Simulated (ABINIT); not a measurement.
# Cl (Cmce): G0W0 with ABINIT, start to end

Wanted: ground state, empty states, screening and self-energy for Cl (Cmce).

Calculated with ABINIT 10.8.3; PBE and many-body steps on it, plane waves.

**1. Set-up**

It takes space group Cmce (No. 64, orthorhombic). Conventional cell: a = 6.290 Å, b = 4.500 Å, c = 8.210 Å, α = 90.00°, β = 90.00°, γ = 90.00°. Nearest to Cl lie 1 Cl at 2.02 Å.

The cell and positions come from the Crystallography Open Database and are kept as given unless a step says otherwise.

**2. Ground state**

This step: ABINIT 10.8.3; DFT, PBE, plane waves, norm-conserving pseudopotentials.

The ground-state density comes first.

run.abi

```
acell 3*1.0 Angstrom
rprim 
  3.145000000000 -2.250000000000 0.000000000000
  3.145000000000 2.250000000000 0.000000000000
  0.000000000000 0.000000000000 8.210000000000
ntypat 1
znucl 17
natom 4
typat 1 1 1 1
xred 
  0.870000000000 0.130000000000 0.100000000000
  0.630000000000 0.370000000000 0.600000000000
  0.130000000000 0.870000000000 0.900000000000
  0.370000000000 0.630000000000 0.400000000000
pp_dirpath "pseudos"
pseudos "Cl.upf"
ecut 25
ngkpt 6 6 4
nshiftk 1
shiftk 0 0 0
kptopt 1
chksymbreak 0
nband 20
occopt 1
tolvrs 1e-10
nstep 60
prtwf 0
optforces 0
optstress 0
indata_prefix "in"
outdata_prefix "out"
tmpdata_prefix "tmp"
```

The run is started by

```
$ OMP_NUM_THREADS=1 mpirun -n 8 abinit run.abi > log
```

Numbers of over 12 decimals in the logs are rounded to 6 here.

Log:

```text
.Version 10.8.3 of ABINIT. v10.8.2 released Aug 2026.

 Symmetries : space group Cm c a (# 64); Bravais oC (1-face-center ortho.)
================================================================================
 Values of the parameters that define the memory need of the present run
     intxc =       0    ionmov =       0      iscf =       7    lmnmax =       6
     lnmax =       6     mgfft =      72  mpssoang =       3    mqgrid =    3493
     natom =       4  nloc_mem =       1    nspden =       1   nspinor =       1
    nsppol =       1      nsym =       8    n1xccc =    2501    ntypat =       1
    occopt =       1   xclevel =       2
-    mband =          20        mffmem =           1         mkmem =           5
       mpw =        4710          nfft =       93312          nkpt =          39
================================================================================
  Rough estimation (10% accuracy) of disk space for files :
================================================================================

--------------------------------------------------------------------------------
------------- Echo of variables that govern the present computation ------------
--------------------------------------------------------------------------------
 -outvars: echo values of preprocessed input variables --------
            acell      1.8897261259E+00  1.8897261259E+00  1.8897261259E+00 Bohr

      chksymbreak           0
             ecut      2.50000000E+01 Hartree
-          fftalg         312

              ixc     -101130
              kpt      0.00000000E+00  0.00000000E+00  0.00000000E+00
                       1.66666667E-01  0.00000000E+00  0.00000000E+00
                       3.33333333E-01  0.00000000E+00  0.00000000E+00
                       5.00000000E-01  0.00000000E+00  0.00000000E+00
                       1.66666667E-01  1.66666667E-01  0.00000000E+00
                       3.33333333E-01  1.66666667E-01  0.00000000E+00
                       5.00000000E-01  1.66666667E-01  0.00000000E+00
                      -3.33333333E-01  1.66666667E-01  0.00000000E+00
                      -1.66666667E-01  1.66666667E-01  0.00000000E+00
   [... 28 further rows ...]
                      -3.33333333E-01  3.33333333E-01  5.00000000E-01
                       5.00000000E-01  5.00000000E-01  5.00000000E-01
         kptrlatt        6    0    0      0    6    0      0    0    4
          kptrlen      4.38451851E+01
P           mkmem           5
            natom           4
            nband          20
            ngfft          36      36      72
             nkpt          39
            nstep          60
             nsym           8
           ntypat           1
              occ      2.000000  2.000000  2.000000  2.000000  2.000000  2.000000
                       2.000000  2.000000  2.000000  2.000000  2.000000  2.000000
                       2.000000  2.000000  0.000000  0.000000  0.000000  0.000000
                       0.000000  0.000000
        optforces           0
        optstress           0
            prtwf           0
            rprim      3.1450000000E+00 -2.2500000000E+00  0.0000000000E+00
[...]
spgroup          64

           tolvrs      1.00000000E-10

             xred      8.7000000000E-01  1.3000000000E-01  1.0000000000E-01
[...]
znucl       17.00000

================================================================================

 chkinp: Checking input parameters for consistency.

================================================================================
== DATASET  1 ==================================================================
-   mpi_nproc: 8, omp_nthreads: 1 (-1 if OMP is not activated)

--- !DatasetInfo
iteration_state: {dtset: 1, }
dimensions: {natom: 4, nkpt: 39, mband: 20, nsppol: 1, nspinor: 1, nspden: 1, mpw: 4710, }
cutoff_energies: {ecut:  25.0, pawecutdg:  -1.0, }
electrons: {nelect:   2.80000000E+01, charge:   0.00000000E+00, occopt:   1.00000000E+00, tsmear:   1.00000000E-02, }

 Real(R)+Recip(G) space primitive vectors, cartesian coordinates (Bohr,Bohr^-1):
 R(1)=  5.9431887 -4.2518838  0.0000000  G(1)=  0.0841299 -0.1175949  0.0000000
 R(2)=  5.9431887  4.2518838  0.0000000  G(2)=  0.0841299  0.1175949  0.0000000
 R(3)=  0.0000000  0.0000000 15.5146515  G(3)=  0.0000000  0.0000000  0.0644552
 Unit cell volume ucvol=  7.8410265E+02 bohr^3
 Angles (23,13,12)=  9.00000000E+01  9.00000000E+01  7.11614758E+01 degrees

 getcut: wavevector=  0.0000  0.0000  0.0000  ngfft=  36  36  72
         ecut(hartree)=     25.000   => boxcut(ratio)=   2.06184

--- Pseudopotential description ------------------------------------------------
- Cl Generated using ONCVPSP code by D. R. Hamann
- 17.00000   7.00000  171031                  znucl, zion, pspdat
12 -101130 2 -1 1028                          pspcod,pspxc,lmax,lloc,mmax
     nproj     2     2     2
  pspatm : epsatm=    9.12776517
         --- l  ekb(1:nproj) -->
[...]
pspatm: atomic psp has been read  and splines computed

   1.02230970E+03                                ecore*ucvol(ha*bohr**3)
--------------------------------------------------------------------------------

_setup2: Arith. and geom. avg. npw (full set) are    4682.410    4682.398

================================================================================

--- !BeginCycle
iteration_state: {dtset: 1, }
solver: {iscf: 7, nstep: 60, nline: 4, wfoptalg: 0, }
tolerances: {tolvrs: 1.00E-10, }

     iter   Etot(hartree)      deltaE(h)  residm     vres2
 ETOT  1  -65.563016520983    -6.556E+01 3.387E-02 2.238E+01
 ETOT  2  -65.589223611204    -2.621E-02 7.050E-03 1.956E+00
 ETOT  3  -65.589587263899    -3.637E-04 4.864E-03 1.545E-01
 ETOT  4  -65.589621889147    -3.463E-05 2.148E-03 4.225E-02
 ETOT  5  -65.589627101151    -5.212E-06 9.614E-04 1.292E-03
 ETOT  6  -65.589627199639    -9.849E-08 2.168E-03 7.950E-05
 ETOT  7  -65.589627205584    -5.946E-09 6.894E-04 1.991E-06
 ETOT  8  -65.589627205738    -1.540E-10 6.133E-04 2.591E-07
 ETOT  9  -65.589627205778    -4.003E-11 3.831E-04 4.428E-09
 ETOT 10  -65.589627205781    -2.188E-12 2.141E-04 2.506E-10
 ETOT 11  -65.589627205780     4.832E-13 1.255E-04 5.578E-12

 At SCF step   11       vres2   =  5.58E-12 < tolvrs=  1.00E-10 =>converged.

--- !ResultsGS
iteration_state: {dtset: 1, }
comment   : Summary of ground state results
lattice_vectors:
- [  5.9431887,  -4.2518838,   0.0000000, ]
- [  5.9431887,   4.2518838,   0.0000000, ]
- [  0.0000000,   0.0000000,  15.5146515, ]
lattice_lengths: [   7.30753,    7.30753,   15.51465, ]
lattice_angles: [ 90.000,  90.000,  71.161, ] # degrees, (23, 13, 12)
lattice_volume:   7.8410265E+02
convergence: {deltae:  4.832E-13, res2:  5.578E-12, residm:  1.255E-04, diffor:  0.000E+00, }
etotal    :  -6.55896272E+01
entropy   :   0.00000000E+00
fermie    :  -3.02756789E-02
cartesian_stress_tensor: null
pressure_GPa: null
xred      :
- [  8.7000E-01,   1.3000E-01,   1.0000E-01, Cl]
- [  6.3000E-01,   3.7000E-01,   6.0000E-01, Cl]
- [  1.3000E-01,   8.7000E-01,   9.0000E-01, Cl]
- [  3.7000E-01,   6.3000E-01,   4.0000E-01, Cl]
cartesian_forces: null
force_length_stats: {min: null, max: null, mean: null, }

 Integrated electronic density in atomic spheres:
 ------------------------------------------------
 Atom  Sphere_radius  Integrated_density
[...]
4        2.00000          4.99274342
================================================================================

 ----iterations are completed or convergence reached----

 Mean square residual over all n,k,spin=   23.421E-08; max=  12.545E-05
 reduced coordinates (array xred) for    4 atoms
       0.870000000000      0.130000000000      0.100000000000
       0.630000000000      0.370000000000      0.600000000000
       0.130000000000      0.870000000000      0.900000000000
       0.370000000000      0.630000000000      0.400000000000
 rms dE/dt=  0.0000E+00; max dE/dt=  0.0000E+00; dE/dt below (all hartree)
    1       0.000000000000      0.000000000000      0.000000000000
    2       0.000000000000      0.000000000000      0.000000000000
    3       0.000000000000      0.000000000000      0.000000000000
    4       0.000000000000      0.000000000000      0.000000000000

 cartesian coordinates (angstrom) at end:
    1      3.145000    -1.665000     0.821000
    2      3.145000    -0.585000     4.926000
    3      3.145000     1.665000     7.389000
    4      3.145000     0.585000     3.284000
 length scales=  1.889726125908  1.889726125908  1.889726125908 bohr
              =  1.000000000000  1.000000000000  1.000000000000 angstroms
 prteigrs : about to open file out_EIG
 Fermi (or HOMO) energy (hartree) =  -0.03028   Average Vxc (hartree)=  -0.28844
 Eigenvalues (hartree) for nkpt=  39  k points:
 kpt#   1, nband= 20, wtk=  0.00694, kpt=  0.0000  0.0000  0.0000 (reduced coord)
  -0.64091   -0.63353   -0.49406   -0.47435   -0.22600   -0.19657   -0.12661   -0.12203
  -0.10941   -0.10909   -0.05601   -0.04507   -0.03565   -0.03234    0.06046    0.08112
   0.22390    0.24601    0.29106    0.33966
 prteigrs : prtvol=0 or 1, do not print more k-points.

--- !EnergyTerms
iteration_state     : {dtset: 1, }
comment             : Components of total free energy in Hartree
kinetic             :  2.21312281786969E+01
hartree             :  1.26113106288631E+01
xc                  : -1.77898133417972E+01
Ewald energy        : -4.52935173226236E+01
psp_core            :  1.30379574154858E+00
local_psp           : -4.74110710612956E+01
non_local_psp       :  8.85843997082766E+00
total_energy        : -6.55896272057801E+01
total_energy_eV     : -1.78478467962638E+03
band_energy         : -6.75520836384921E+00

== END DATASET(S) ==============================================================
================================================================================

 -outvars: echo values of variables after computation  --------
           etotal     -6.5589627206E+01
            nband          20
             nkpt          39
          spgroup          64
 [... the other variables as echoed above ...]

 Calculation completed.
```

Wall time 16 s (8 MPI ranks of Intel Xeon Platinum 8488C (Sapphire Rapids), shared host); peak memory 0.71 GiB; 2.1 min of CPU time.

Numbers from this step:

* total energy: -1784.7847 eV
* gap: 2.469 eV
* k of the valence top: 0.5, 0.5, 0
* k of the conduction bottom: 0, 0, 0
* least direct gap: 2.525 eV

The gap is indirect, with the least direct gap 0.06 eV higher.

(Continued in part 2 of 3.)

[Paths, hosts, dates, memory and timing lines, banners, echoed tables and standing remarks are left out of the program output.]

[Logs are printed without paths, hosts, clocks, repeated set-up lines and the standing remarks that a program may print on its own settings, such as how far it seeks lower states.]

[Runs of the session that timed out or met a known fault of the program may be left out.]

[Hosts, paths, dates, database ids (printed as entryN), source tags and the programs' standing remarks are cut or masked in the printed files.]

[G0W0 gaps are taken among the corrected bands and points alone; a level outside them can change the order at an edge.]

[Where Ansatz stands beside ABINIT at settings called matched, ABINIT's density can come from a denser mesh and the files from another edition; pairs whose starting gaps differed by over 0.03 eV were left out, so agreement reads better than it is.]
